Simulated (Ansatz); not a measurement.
## NaLiHfN2: complex band structure

Aim: relax a made-up compound, NaLiHfN2, and see how good a tunnel barrier it would be. It is built by putting Na for part of the Li in the Li2HfN2 structure of space group P-3m1, with the volume rescaled by atomic radii. The parent structure comes from the Materials Project.

Program: Ansatz 0.2.0. Level of theory: LDA DFT, plane waves, PAW files, in the first sound run; inputs show where later runs differ. Results are calculated unless marked as measured.

The structure was built from a prototype and need not be the compound's stable phase.

### Step 1. The starting structure

The structure is trigonal, space group P3m1 (No. 156). Conventional cell: a = 3.372 Å, b = 3.372 Å, c = 5.650 Å, α = 90.00°, β = 90.00°, γ = 120.00°. Nearest to Li lie 4 N at 2.15 to 2.24 Å and 3 Na at 2.35 Å. Nearest to Na lie 4 N at 2.15 to 2.24 Å and 3 Li at 2.35 Å. Nearest to Hf lie 6 N at 2.31 Å. Nearest to N lie 3 Na at 2.15 Å and 1 Li at 2.24 Å and 3 Hf at 2.31 Å. Nearest to N lie 3 Li at 2.15 Å and 1 Na at 2.24 Å and 3 Hf at 2.31 Å. It derives from Li2HfN2. Na for part of the Li in the Li2HfN2 structure of space group P-3m1. Farther neighbours and most contacts between anions are not listed.

### Step 2. Relaxing the new crystal

The substituted atoms don't fit the parent's cell, so cell and atoms relax together. A small smearing keeps the run stable in case the gap closes on the way.

The input, input.yaml:

```yaml
crystal:
  lattice:
    - [3.3724034848, 0.0, 0.0]
    - [-1.6862017424, 2.9205870896, 0.0]
    - [0.0, 0.0, 5.6502526624]
  atoms:
    - { symbol: Li, position: [0.6666666667, 0.3333333333, 0.38278857] }
    - { symbol: Na, position: [0.3333333333, 0.6666666667, 0.61721143] }
    - { symbol: Hf, position: [0.0, 0.0, 0.0] }
    - { symbol: "N", position: [0.6666666667, 0.3333333333, 0.77938486] }
    - { symbol: "N", position: [0.3333333333, 0.6666666667, 0.22061514] }
kpoints:
  mp_grid: { grid: [8, 8, 4] }
scf:
  occupations: { method: gaussian, width: 0.03 }
hamiltonian:
  xc: lda
output:
  forces: true
  stress: true
relax:
  f_tol: 0.02
  max_steps: 60
  cell: {}
```

Launch:

```
$ ansatz run input.yaml --threads 2 --pin off --max-ram 4096MiB --backend cpu --events-out ev --progress --plain --runs-dir out
```

Numbers of over 12 decimals in the logs are rounded to 6 here.

What it wrote:

```text
Engine: ansatz 0.2.0, aarch64-unknown-linux-gnu
Pseudopotentials: kind: paw
Pseudopotential: Li, paw, valence charge 3, recommended cutoff 420 eV (normal), Li.paw.azcp
Pseudopotential: Na, paw, valence charge 9, recommended cutoff 420 eV (normal), Na.paw.azcp
Pseudopotential: Hf, paw, valence charge 26, recommended cutoff 420 eV (normal), Hf.paw.azcp
Pseudopotential: N, paw, valence charge 5, recommended cutoff 420 eV (normal), N.paw.azcp
Functional definition: SPW92
  exchange = slater_x
  correlation = pw_c
Crystal: 5 atoms, lattice volume = 55.652 Å³
Basis set: ecut = 420 eV, 1099 PW (Γ)
Bands: 29, of which v1, the nominal top of the filled ones, is band 24 counted from 1 (23 counted from 0)
Symmetry: 6 space group operations
Space group: P3m1 (ITA 156), of the structure as read, at distance tolerance 3.8e-5 Å
k-points: 35 of 256 (time reversal used)
Non-local potential: Li, projectors of the file, l = 0: 3, l = 1: 2, l = 2: 1
Non-local potential: Na, projectors of the file, l = 0: 3, l = 1: 2, l = 2: 1
Non-local potential: Hf, projectors of the file, l = 0: 3, l = 1: 2, l = 2: 2, l = 3: 3
Non-local potential: N, projectors of the file, l = 0: 2, l = 1: 2, l = 2: 1
PAW form: soft (Blöchl's): semilocal exchange-correlation on the pseudo side does not see the compensation charge
PAW frozen core: Na, regenerated for the run's functional, and the local potential with it (the file was generated under x = pbe(κ = 0.804, μ = 0.219515), c = pbe(β = 0.066725))
PAW frozen core: Hf, regenerated for the run's functional, and the local potential with it (the file was generated under x = pbe(κ = 0.804, μ = 0.219515), c = pbe(β = 0.066725))
PAW frozen core: N, regenerated for the run's functional, and the local potential with it (the file was generated under x = pbe(κ = 0.804, μ = 0.219515), c = pbe(β = 0.066725))
PAW one-centre angular grid: Li, 110 points (default); XC on 64 Gauss nodes
PAW one-centre angular grid: Na, 110 points (default); XC on 64 Gauss nodes
PAW one-centre angular grid: Hf, 590 points (default); XC on 64 Gauss nodes
PAW one-centre angular grid: N, 110 points (default); XC on 64 Gauss nodes
Initial density: superposition of atomic densities (neutral atoms: chi_scale 0, normalization atom), corrected by the library's trained network
Initial wavefunctions: pseudopotential atomic-orbital guess
Functional: x = slater, c = lda
SCF iter   1: F=—  HF=-17897.406056 eV  |F-HF|=—  |Δ(HF+E_count)|=         —  Δρ=1.40e-2  dr2=1.17e-1  ethr=1.77e-3  ⟨swp⟩=5.6  Hψ=3655  notcnv=0
preconditioner: auto → Resta (q_TF=auto, 2.662 Å⁻¹)  ε∞=4.3  [insulator: Δε(μ)=1.528 eV  Ē_g=17.732 eV  σ=0.030 eV  W_gap=1.00  n_scr=22 (ndim 8)  ℏωp=32.3 eV  f_vac=0.036  D(μ)=0.00/eV (n_scr^D=0)  ε∞_Penn≈4.3]
SCF iter   2: F=—  HF=-17897.374819 eV  |F-HF|=—  |Δ(HF+E_count)|=   3.12e-2  Δρ=4.96e-3  dr2=7.82e-3  ethr=2.44e-4  ⟨swp⟩=2.5  Hψ=1924  notcnv=0  defer=35
SCF iter   3: F=—  HF=-17897.372103 eV  |F-HF|=—  |Δ(HF+E_count)|=   2.72e-3  Δρ=2.20e-3  dr2=2.02e-3  ethr=1.63e-5  ⟨swp⟩=2.0  Hψ=1885  notcnv=0  defer=35
SCF iter   4: F=—  HF=-17897.371555 eV  |F-HF|=—  |Δ(HF+E_count)|=   5.48e-4  Δρ=9.32e-4  dr2=3.81e-4  ethr=4.20e-6  ⟨swp⟩=2.0  Hψ=1686  notcnv=0  defer=35
SCF iter   5: F=—  HF=-17897.371398 eV  |F-HF|=—  |Δ(HF+E_count)|=   1.57e-4  Δρ=2.87e-4  dr2=3.77e-5  ethr=7.95e-7  ⟨swp⟩=2.0  Hψ=1748  notcnv=0  defer=35
SCF iter   6: F=—  HF=-17897.371393 eV  |F-HF|=—  |Δ(HF+E_count)|=   5.31e-6  Δρ=7.41e-5  dr2=3.25e-6  ethr=7.85e-8  ⟨swp⟩=2.8  Hψ=1539  notcnv=0  defer=35
SCF iter   7: F=—  HF=-17897.371393 eV  |F-HF|=—  |Δ(HF+E_count)|=   5.70e-8  Δρ=1.80e-5  dr2=1.86e-7  ethr=6.77e-9  ⟨swp⟩=2.2  Hψ=1717  notcnv=0  defer=35
SCF iter   8: F=-17897.371393 eV  HF=-17897.371393 eV  |F-HF|=2.64e-8  |Δ(HF+E_count)|=   1.18e-8  Δρ=7.07e-6  dr2=3.18e-8  ethr=2.08e-10  ⟨swp⟩=4.0  Hψ=3332  notcnv=0
SCF 1 converged in 8 iterations: F = -17897.371393 eV  dr2 = 3.18e-8
  greatest PAW one-centre occupation: 1.001 electrons in one spin orbital (limit 2), on the Na atom at site 1 (counted from 0), in its partial waves of l = 1
relax step   1: F+E_penalty+E_count = -17897.37139276 eV  Δ(F+E_penalty+E_count) = +0.000e0 eV  max|allowed force component| = 2.397e0 eV/Å  Δτ_max = 0.0000 Å  P = -7.219 GPa  Ω = 55.652 Å³  (8 SCF iters, dr2 threshold 1.00e-7 eV, accepted)
Crystal: 5 atoms, lattice volume = 52.199 Å³
Basis set: ecut = 420 eV, 1051 PW (Γ)
Initial density: handed on by an earlier stage of this run
Initial wavefunctions: those handed on with the density
iter 1 solved again at ethr=5.36e-4 eV; its pass at ethr=3.10e-3 eV (dr2=2.57e-1 eV) is discarded
SCF iter   1: F=—  HF=-17897.748709 eV  |F-HF|=—  |Δ(HF+E_count)|=         —  Δρ=1.93e-2  dr2=2.59e-1  ethr=5.36e-4  ⟨swp⟩=1.0  Hψ=5283  notcnv=0
preconditioner: auto → Resta (q_TF=auto, 2.690 Å⁻¹)  ε∞=4.4  [insulator: Δε(μ)=2.088 eV  Ē_g=18.012 eV  σ=0.030 eV  W_gap=1.00  n_scr=22 (ndim 8)  ℏωp=33.3 eV  f_vac=0.032  D(μ)=0.00/eV (n_scr^D=0)  ε∞_Penn≈4.4]
SCF iter   2: F=—  HF=-17897.691954 eV  |F-HF|=—  |Δ(HF+E_count)|=   5.68e-2  Δρ=7.19e-3  dr2=3.10e-2  ethr=5.36e-4  ⟨swp⟩=2.5  Hψ=1687  notcnv=0  defer=1
SCF iter   3: F=—  HF=-17897.684373 eV  |F-HF|=—  |Δ(HF+E_count)|=   7.58e-3  Δρ=3.03e-3  dr2=6.06e-3  ethr=6.46e-5  ⟨swp⟩=2.1  Hψ=1458  notcnv=0  defer=19
SCF iter   4: F=—  HF=-17897.682953 eV  |F-HF|=—  |Δ(HF+E_count)|=   1.42e-3  Δρ=8.24e-4  dr2=3.03e-4  ethr=1.26e-5  ⟨swp⟩=2.1  Hψ=1358  notcnv=0  defer=19
SCF iter   5: F=—  HF=-17897.682909 eV  |F-HF|=—  |Δ(HF+E_count)|=   4.39e-5  Δρ=3.78e-4  dr2=5.92e-5  ethr=6.32e-7  ⟨swp⟩=2.0  Hψ=1858  notcnv=0  defer=19
SCF iter   6: F=—  HF=-17897.682901 eV  |F-HF|=—  |Δ(HF+E_count)|=   7.89e-6  Δρ=9.30e-5  dr2=4.76e-6  ethr=1.23e-7  ⟨swp⟩=2.0  Hψ=1482  notcnv=0  defer=19
SCF iter   7: F=-17897.682900 eV  HF=-17897.682900 eV  |F-HF|=1.97e-7  |Δ(HF+E_count)|=   9.73e-7  Δρ=1.53e-5  dr2=9.75e-8  ethr=1.04e-9  ⟨swp⟩=3.0  Hψ=4068  notcnv=0
SCF 2 converged in 7 iterations: F = -17897.682900 eV  dr2 = 9.75e-8
relax step   2: F+E_penalty+E_count = -17897.68290014 eV  Δ(F+E_penalty+E_count) = -3.115e-1 eV  max|allowed force component| = 1.507e0 eV/Å  Δτ_max = 0.1524 Å  P = +7.892 GPa  Ω = 52.199 Å³  energy of the carried Pulay correction = +9.807e-3 eV  (7 SCF iters, dr2 threshold 5.00e-7 eV, accepted)
Crystal: 5 atoms, lattice volume = 53.557 Å³
Basis set: ecut = 420 eV, 1087 PW (Γ)
iter 1 solved again at ethr=6.06e-5 eV; its pass at ethr=3.10e-3 eV (dr2=2.91e-2 eV) is discarded
[...]
[... from here on, the SCF cycles and remarks between the steps are left out ...]
relax step   4: F+E_penalty+E_count = -17898.08462366 eV  Δ(F+E_penalty+E_count) = -1.877e-1 eV  max|allowed force component| = 6.944e-1 eV/Å  Δτ_max = 0.1246 Å  P = -0.530 GPa  Ω = 55.471 Å³  energy of the carried Pulay correction = +4.982e-4 eV  (8 SCF iters, dr2 threshold 5.00e-7 eV, accepted)
relax step   5: F+E_penalty+E_count = -17898.16381194 eV  Δ(F+E_penalty+E_count) = -7.919e-2 eV  max|allowed force component| = 3.781e-1 eV/Å  Δτ_max = 0.1956 Å  P = +1.066 GPa  Ω = 57.510 Å³  energy of the carried Pulay correction = -5.030e-3 eV  (8 SCF iters, dr2 threshold 5.00e-7 eV, accepted)
relax step   6: F+E_penalty+E_count = -17898.17476784 eV  Δ(F+E_penalty+E_count) = -1.096e-2 eV  max|allowed force component| = 2.115e-1 eV/Å  Δτ_max = 0.0500 Å  P = -0.485 GPa  Ω = 57.650 Å³  energy of the carried Pulay correction = -5.403e-3 eV  (7 SCF iters, dr2 threshold 5.00e-7 eV, accepted)
relax step   7: F+E_penalty+E_count = -17898.17823684 eV  Δ(F+E_penalty+E_count) = -3.469e-3 eV  max|allowed force component| = 1.121e-2 eV/Å  Δτ_max = 0.0122 Å  P = +0.112 GPa  Ω = 57.360 Å³  energy of the carried Pulay correction = -4.632e-3 eV  (6 SCF iters, dr2 threshold 5.00e-7 eV, accepted)
relax step   8: F+E_penalty+E_count = -17898.17807255 eV  Δ(F+E_penalty+E_count) = +1.643e-4 eV  max|allowed force component| = 1.751e-2 eV/Å  Δτ_max = 0.0009 Å  P = -0.052 GPa  Ω = 57.427 Å³  energy of the carried Pulay correction = -4.811e-3 eV  (5 SCF iters, dr2 threshold 5.90e-8 eV, accepted)
relax step   9: F+E_penalty+E_count = -17898.17814459 eV  Δ(F+E_penalty+E_count) = -7.204e-5 eV  max|allowed force component| = 4.271e-3 eV/Å  Δτ_max = 0.0007 Å  P = +0.003 GPa  Ω = 57.403 Å³  energy of the carried Pulay correction = -4.747e-3 eV  (6 SCF iters, dr2 threshold 1.09e-8 eV, accepted)
relax step  10: F+E_penalty+E_count = -17898.20420498 eV  Δ(F+E_penalty+E_count) = -2.606e-2 eV  max|allowed force component| = 6.984e-3 eV/Å  Δτ_max = 0.0000 Å  P = +0.551 GPa  Ω = 57.403 Å³  stress off target by 1.44e0 GPa  SCF on the basis re-selected at this cell (its energy is not comparable with the rows above)  (8 SCF iters)
relax step  11: F+E_penalty+E_count = -17898.20595457 eV  Δ(F+E_penalty+E_count) = -1.750e-3 eV  max|allowed force component| = 1.535e-2 eV/Å  Δτ_max = 0.0152 Å  P = +0.012 GPa  Ω = 58.045 Å³  energy of the carried Pulay correction = -1.889e-3 eV  (6 SCF iters, dr2 threshold 5.00e-7 eV, accepted)
relax step  12: F+E_penalty+E_count = -17898.20562602 eV  Δ(F+E_penalty+E_count) = +3.286e-4 eV  max|allowed force component| = 3.536e-3 eV/Å  Δτ_max = 0.0048 Å  P = -0.029 GPa  Ω = 58.175 Å³  energy of the carried Pulay correction = -2.289e-3 eV  (6 SCF iters, dr2 threshold 3.75e-8 eV, accepted)
relax step  13: F+E_penalty+E_count = -17898.20578461 eV  Δ(F+E_penalty+E_count) = -1.586e-4 eV  max|allowed force component| = 5.607e-3 eV/Å  Δτ_max = 0.0012 Å  P = -0.008 GPa  Ω = 58.128 Å³  energy of the carried Pulay correction = -2.141e-3 eV  (5 SCF iters, dr2 threshold 9.82e-9 eV, accepted)
relax step  14: F+E_penalty+E_count = -17898.20802526 eV  Δ(F+E_penalty+E_count) = -2.241e-3 eV  max|allowed force component| = 5.083e-3 eV/Å  Δτ_max = 0.0000 Å  P = +0.002 GPa  Ω = 58.128 Å³  stress off target by 5.14e-2 GPa  SCF on the basis re-selected at this cell (its energy is not comparable with the rows above)  (6 SCF iters)
relax step  15: F+E_penalty+E_count = -17898.20795654 eV  Δ(F+E_penalty+E_count) = +6.873e-5 eV  max|allowed force component| = 2.783e-3 eV/Å  Δτ_max = 0.0007 Å  P = +0.004 GPa  Ω = 58.157 Å³  energy of the carried Pulay correction = -7.845e-5 eV  (5 SCF iters, dr2 threshold 6.61e-9 eV, accepted)
iter 1 solved again at ethr=3.34e-8 eV; its pass at ethr=3.10e-3 eV (dr2=1.60e-5 eV) is discarded
SCF iter   1: F=—  HF=-17898.208028 eV  |F-HF|=—  |Δ(HF+E_count)|=         —  Δρ=6.81e-5  dr2=6.00e-8  ethr=3.34e-8  ⟨swp⟩=3.4  Hψ=6694  notcnv=0
preconditioner: auto → Resta (q_TF=auto, 2.642 Å⁻¹)  ε∞=4.2  [insulator: Δε(μ)=1.345 eV  Ē_g=17.647 eV  σ=0.030 eV  W_gap=1.00  n_scr=22 (ndim 8)  ℏωp=31.6 eV  f_vac=0.101  D(μ)=0.00/eV (n_scr^D=0)  ε∞_Penn≈4.2]
SCF iter   2: F=—  HF=-17898.208035 eV  |F-HF|=—  |Δ(HF+E_count)|=   7.21e-6  Δρ=3.45e-5  dr2=1.55e-8  ethr=1.25e-10  ⟨swp⟩=2.4  Hψ=1776  notcnv=0
SCF iter   3: F=—  HF=-17898.208036 eV  |F-HF|=—  |Δ(HF+E_count)|=   5.76e-7  Δρ=3.18e-6  dr2=1.29e-9  ethr=3.22e-11  ⟨swp⟩=2.1  Hψ=1338  notcnv=0
SCF iter   4: F=—  HF=-17898.208036 eV  |F-HF|=—  |Δ(HF+E_count)|=   2.47e-9  Δρ=3.38e-7  dr2=7.90e-11  ethr=2.69e-12  ⟨swp⟩=2.3  Hψ=1871  notcnv=0
SCF iter   5: F=-17898.208036 eV  HF=-17898.208036 eV  |F-HF|=7.28e-12  |Δ(HF+E_count)|=  1.46e-11  Δρ=2.43e-7  dr2=3.01e-11  ethr=1.00e-12  ⟨swp⟩=4.2  Hψ=3462  notcnv=0
SCF 16 converged in 5 iterations: F = -17898.208036 eV  dr2 = 3.01e-11
relax step  16: F+E_penalty+E_count = -17898.20803591 eV  Δ(F+E_penalty+E_count) = -7.937e-5 eV  max|allowed force component| = 2.780e-3 eV/Å  Δτ_max = 0.0000 Å  P = +0.004 GPa  Ω = 58.157 Å³  stress off target by 8.63e-3 GPa  SCF on the basis re-selected at this cell (its energy is not comparable with the rows above)  (5 SCF iters)
basis re-selected at this cell: Δ(F+E_penalty+E_count) = -7.937e-5 eV, ΔP = +0.000 GPa vs the last step (what re-selecting the basis moved, of the pressure what is left beyond the Pulay correction that the steps carried, after the strain that the cell walked since its last selection, with what the two solves' SCF thresholds leave and, on support functions, any second-order correction that the steps lacked; it is no m [...]
SCF converged after 5 iterations
Free energy (F): -17898.208036 eV
Harris-Foulkes:  -17898.208036 eV  (|F-HF|=7.28e-12)
Internal energy: -17898.208036 eV  (E = F + TS)
E sigma→0 (E₀):  -17898.208036 eV
Fermi energy:    11.843710 eV
--- Per-component energies (eV) ---
  E_band       = -318.169402
  E_kinetic    = 829.961287
  E_local      = -9025.602337  (includes V_loc(G=0)·N_el)
  E_nonlocal   = -1053.372732
  E_hartree    = 4046.953326
  E_xc         = -467.866507
  E_vxc        = -485.490557  (∫ρ·V_xc dr)
  E_paw        = -7185.227169  (= ΣΔE_a)
  E_vpaw       = 1322.428021  (= ΣTr[D̂ρ^β])
  E_aug_tail   = 0.000259  (compensation charges beyond the density's cutoff)
  E_ewald      = -5045.812382
  E_core_change = 2.758221  (= ΣΔE_core)
  E_smearing   = -0.000000  (= −TS)
  E_closure    = -0.000000  (closes the sum)
  Σ components = -17898.208036   (vs F -17898.208036, Δ=0.00e0)
--- Forces (eV/Å), atoms counted from 1 ---
  atom   1  Li    -0.00000000     0.00000000    -0.00148611
  atom   2  Na     0.00000000    -0.00000000    -0.00018243
  atom   3  Hf    -0.00000000     0.00000000     0.00278043
  atom   4  N      0.00000000     0.00000000    -0.00013824
  atom   5  N      0.00000000     0.00000000    -0.00097276
  max |Σ_I F_I| component: 8.88e-7 eV/Å
--- Stress (GPa, compression-positive) ---
        0.008634       0.000000      -0.000000
        0.000000       0.008634       0.000000
       -0.000000       0.000000      -0.004959
  P = ⅓ Tr σ = 0.0041 GPa (0.041 kbar)
--- Relaxed structure (13 steps of the walk, 13 accepted, 3 SCFs on fresh bases) ---
  F+E_penalty+E_count = -17898.20803591 eV   max|allowed force component| = 2.780e-3 eV/Å   (the final SCF, on the basis selected at the relaxed cell)
  cell:  # Å, volume = 58.1566 Å³
    - [3.240370, -9.772452749721055e-18, 0]
    - [-1.620185, 2.806243, 0]
    - [0, 0, 6.395570]
  atoms:
    - { symbol: Li, position: [0.666667, 0.333333, 0.312828] }
    - { symbol: Na, position: [0.333333, 0.666667, 0.620098] }
    - { symbol: Hf, position: [0, 0, 0.010620] }
    - { symbol: N, position: [0.666667, 0.333333, 0.844513] }
    - { symbol: N, position: [0.333333, 0.666667, 0.211942] }
```

Elapsed: 40 s, on 2 threads of Arm Neoverse V2, shared host; peak memory 0.35 GiB.

The steps of the relaxation:

```csv
step,energy less that of the first step (eV),largest force component (eV/Å),pressure (GPa),volume (Å³)
1,0.0000,2.3975,-7.22,55.65
2,-0.3115,1.5073,7.89,52.20
3,-0.5255,0.9038,2.64,53.56
4,-0.7132,0.6944,-0.53,55.47
5,-0.7924,0.3781,1.07,57.51
6,-0.8034,0.2115,-0.48,57.65
7,-0.8068,0.0112,0.11,57.36
8,-0.8067,0.0175,-0.05,57.43
9,-0.8068,0.0043,0.00,57.40
10*,-0.8328,0.0070,0.55,57.40
11,-0.8346,0.0154,0.01,58.04
12,-0.8342,0.0035,-0.03,58.18
13,-0.8344,0.0056,-0.01,58.13
14*,-0.8366,0.0051,0.00,58.13
15,-0.8366,0.0028,0.00,58.16
16*,-0.8366,0.0028,0.00,58.16
```

Relaxation steps marked * repeat the geometry before them on a plane-wave basis chosen anew for their cell, so energy and pressure can jump there.

Forces are held to the 6 operations that the run works with; a distortion that breaks them can't arise in this run.

```csv
cell as run,before,after,change
a (Å),3.372,3.240,-3.9 %
b (Å),3.372,3.240,-3.9 %
c (Å),5.650,6.396,+13.2 %
volume (Å³/atom),11.13,11.63,+4.5 %
```

The atoms that moved most (Å, as changes of fractional coordinates times the final cell):

```csv
atom,dx,dy,dz,length
Li1,0.000,0.000,-0.447,0.447
N4,0.000,0.000,0.417,0.417
Hf3,0.000,0.000,0.068,0.068
N5,0.000,0.000,-0.055,0.055
Na2,0.000,0.000,0.018,0.018
```

The relaxed structure:

```xyz
5
Lattice="3.2404 0.0000 0.0000 -1.6202 2.8062 0.0000 0.0000 0.0000 6.3956" Properties=species:S:1:pos:R:3 pbc="T T T"
Li    1.6202    0.9354    2.0007
Na    0.0000    1.8708    3.9659
Hf    0.0000    0.0000    0.0679
N     1.6202    0.9354    5.4011
N     0.0000    1.8708    1.3555
```

Numbers from this step:

| Item | Value |
| --- | --- |
| free energy | -17898.2080 eV |
| Fermi energy | 11.84 eV |
| pressure | 0.004103 GPa |

The largest force component on a free atom ends at 0.0028 eV/Å.

[end of part 1 of 3]

[Logs are printed without paths, hosts, clocks, repeated set-up lines and the standing remarks that a program may print on its own settings, such as how far it seeks lower states.]

[Hosts, paths, dates, database ids (printed as entryN), source tags and the programs' standing remarks are cut or masked in the printed files.]
